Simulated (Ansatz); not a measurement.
The compound is Rb2NiF6 (started from the K2PtCl6 type) (Fm-3m).

The structure was built from a prototype and need not be the compound's stable phase.

```
Rb Ni F
1.0
     4.06271    4.06271    0.00000
     0.00000    4.06271    4.06271
     4.06271    0.00000    4.06271
Rb Ni F
2 1 6
Direct
  0.25000 0.25000 0.25000
  0.75000 0.75000 0.75000
  0.00000 0.00000 0.00000
  0.21704 0.21704 0.78296
  0.78296 0.78296 0.21704
  0.21704 0.78296 0.21704
  0.78296 0.21704 0.78296
  0.78296 0.21704 0.21704
  0.21704 0.78296 0.78296
```

The structure was relaxed with LDA. The structure type comes from a generator and need not be one that this composition takes. The structure was generated from a model, not taken from a measurement. The runs that relaxed it are not among those shown. The program's search for lower electronic states was switched off, so nothing shows that the state found is the lowest. PAW set soft_2, made with PBE.

A constrained-RPA run (Ansatz 0.2.0; non-magnetic LDA; Ni eg, bands c1 to c2, 4×4×4 mesh, medium accuracy) builds 2 functions on bands 0.37 eV wide, with 0.0 electrons in the window. The bare on-site interaction is 15.9 eV and the bare J 0.84 eV.

Estimate U, U′ and J.

On the Ni eg shell, U = 5.37 eV (34 % of the bare value), U′ = 4.41 eV, J = 0.48 eV.

The parent state is non-magnetic and the interaction static (zero frequency); U depends on the window and the orbitals, so it belongs to this model alone.

[Paths, hosts, dates, memory and timing lines, banners, echoed tables and standing remarks are left out of the program output.]

[Logs are printed without paths, hosts, clocks, repeated set-up lines and the standing remarks that a program may print on its own settings, such as how far it seeks lower states.]

[Runs of the session that timed out or met a known fault of the program may be left out.]

[Hosts, paths, dates, database ids (printed as entryN), source tags and the programs' standing remarks are cut or masked in the printed files.]
